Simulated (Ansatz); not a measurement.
Two G0W0 runs on Ge3H2 (hydrogen-terminated (001) film, symmetric dihydride, 6 layers).

The cell holds 10 atoms: 6 Ge and 4 H. Its edges and angles: a = 4.001 Å, b = 4.001 Å, c = 40.900 Å, α = 90.0°, β = 90.0°, γ = 90.0°. It derives from Ge. Vacuum lies along c.

```
Ge H
1.0
     4.00081    0.00000    0.00000
     0.00000    4.00081    0.00000
     0.00000    0.00000   40.90000
Ge H
6 4
Cartesian
  0.0000 0.0000 16.9532
  2.0004 0.0000 18.3354
  2.0004 2.0004 19.7459
  0.0000 2.0004 21.1541
  0.0000 0.0000 22.5646
  2.0004 0.0000 23.9468
  0.0000 2.7819 16.0175
  4.0008 1.2189 16.0175
  2.0004 2.7819 24.8825
  2.0004 1.2189 24.8825
```

The structure was relaxed with PBEsol (ions only). The runs that relaxed it are not among those shown.

The first (Ansatz 0.2.0; start PBEsol, 4×4×1 mesh, 965 empty bands, screening to 75 eV, PAW set soft_1 files; 1 × NVIDIA H100 80GB HBM3 (shared by 6 runs) with 3 threads of AMD EPYC 7R13 (Zen 3), shared host) gave, on its mesh: starting gap 1.22 eV, G0W0 gap 2.02 eV, mean of 1 + 4πα/V (set by the cell height) 4.78, 55 s.

The second gave: starting gap 1.22 eV, G0W0 gap 1.91 eV, mean of 1 + 4πα/V (set by the cell height) 4.92, 26 s.

What was changed in the input? Choose among start, files, mesh, bands and cutoff, frequency model or another key.

Changed: empty bands from 965 to 390 and screening cutoff (eV) from 75.0 to 41. The starting gap stayed, which rules out the functional and points to the GW step. Other changes could give like numbers; this is the one that was made.

Limits: not at the basis limit; coarse mesh for a sheet; no spin-orbit coupling.

[Paths, hosts, dates, memory and timing lines, banners, echoed tables and standing remarks are left out of the program output.]

[Logs are printed without paths, hosts, clocks, repeated set-up lines and the standing remarks that a program may print on its own settings, such as how far it seeks lower states.]

[Runs of the session that timed out or met a known fault of the program may be left out.]

[Cells called generated may have been cut or substituted from an entry of the Crystallography Open Database or the Materials Project.]

[Hosts, paths, dates, database ids (printed as entryN), source tags and the programs' standing remarks are cut or masked in the printed files.]
